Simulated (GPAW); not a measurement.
Polymorphs of SiC told apart by optics

Method, alike for all: GPAW, LDA, RPA, without spin-orbit coupling, line width 0.15 eV (Lorentzian).

Structure 1:

Symmetry: F-43m, No. 216, cubic system. Conventional cell: a = 4.358 Å, b = 4.358 Å, c = 4.358 Å, α = 90.00°, β = 90.00°, γ = 90.00°. Si on site a has 4 C at 1.89 Å as nearest neighbours. Around C on site c lie 4 Si at 1.89 Å.

Structure 2:

The structure is hexagonal, space group P6_3mc (No. 186). The conventional cell has a = 3.076 Å, b = 3.076 Å, c = 5.048 Å, α = 90.00°, β = 90.00°, γ = 120.00°. Si on site b has 4 C at 1.87 to 1.94 Å as nearest neighbours. Around C on site b lie 4 Si at 1.87 to 1.94 Å.

Spectrum A:

```csv
E (eV),Im ε
0.00,0.00
0.25,0.01
0.50,0.02
0.75,0.03
1.00,0.04
1.25,0.04
1.50,0.06
1.75,0.07
2.00,0.08
2.25,0.10
2.50,0.12
2.75,0.14
3.00,0.16
3.25,0.20
3.50,0.25
3.75,0.31
4.00,0.42
4.25,0.65
4.50,1.34
4.75,2.41
5.00,3.20
5.25,4.43
5.50,6.66
5.75,7.81
6.00,9.46
6.25,12.85
6.50,16.26
6.75,22.21
7.00,18.66
7.25,10.27
7.50,9.06
7.75,9.83
8.00,11.45
8.25,14.35
8.50,11.35
8.75,7.87
9.00,8.53
9.25,7.92
9.50,6.59
9.75,5.81
10.00,6.78
10.25,5.63
10.50,5.14
10.75,4.71
11.00,3.21
11.25,2.90
11.50,2.57
11.75,2.29
12.00,2.65
```

Spectrum B:

| E (eV) | Im ε |
| --- | --- |
| 0.00 | 0.00 |
| 0.25 | 0.01 |
| 0.50 | 0.02 |
| 0.75 | 0.03 |
| 1.00 | 0.03 |
| 1.25 | 0.04 |
| 1.50 | 0.05 |
| 1.75 | 0.06 |
| 2.00 | 0.08 |
| 2.25 | 0.09 |
| 2.50 | 0.11 |
| 2.75 | 0.13 |
| 3.00 | 0.15 |
| 3.25 | 0.18 |
| 3.50 | 0.22 |
| 3.75 | 0.28 |
| 4.00 | 0.35 |
| 4.25 | 0.48 |
| 4.50 | 0.72 |
| 4.75 | 1.35 |
| 5.00 | 2.56 |
| 5.25 | 3.34 |
| 5.50 | 5.11 |
| 5.75 | 9.61 |
| 6.00 | 14.55 |
| 6.25 | 15.71 |
| 6.50 | 13.74 |
| 6.75 | 14.47 |
| 7.00 | 14.78 |
| 7.25 | 15.36 |
| 7.50 | 12.26 |
| 7.75 | 10.77 |
| 8.00 | 11.16 |
| 8.25 | 10.54 |
| 8.50 | 9.91 |
| 8.75 | 9.12 |
| 9.00 | 9.45 |
| 9.25 | 7.88 |
| 9.50 | 6.06 |
| 9.75 | 6.15 |
| 10.00 | 5.66 |
| 10.25 | 4.72 |
| 10.50 | 5.10 |
| 10.75 | 4.97 |
| 11.00 | 4.22 |
| 11.25 | 3.59 |
| 11.50 | 3.41 |
| 11.75 | 3.10 |
| 12.00 | 2.98 |

Task: Match each spectrum to its structure.

Result: A is structure 1 (F-43m, 10.3 Å³ an atom): ε∞ = 6.82 along the first axis, strongest peak along the first axis at 6.74 eV. B is structure 2 (P6_3mc, 10.3 Å³ an atom): ε∞ = 6.73 along the first axis, strongest peak along the first axis at 6.18 eV.

[Logs are printed without paths, hosts, clocks, repeated set-up lines and the standing remarks that a program may print on its own settings, such as how far it seeks lower states.]
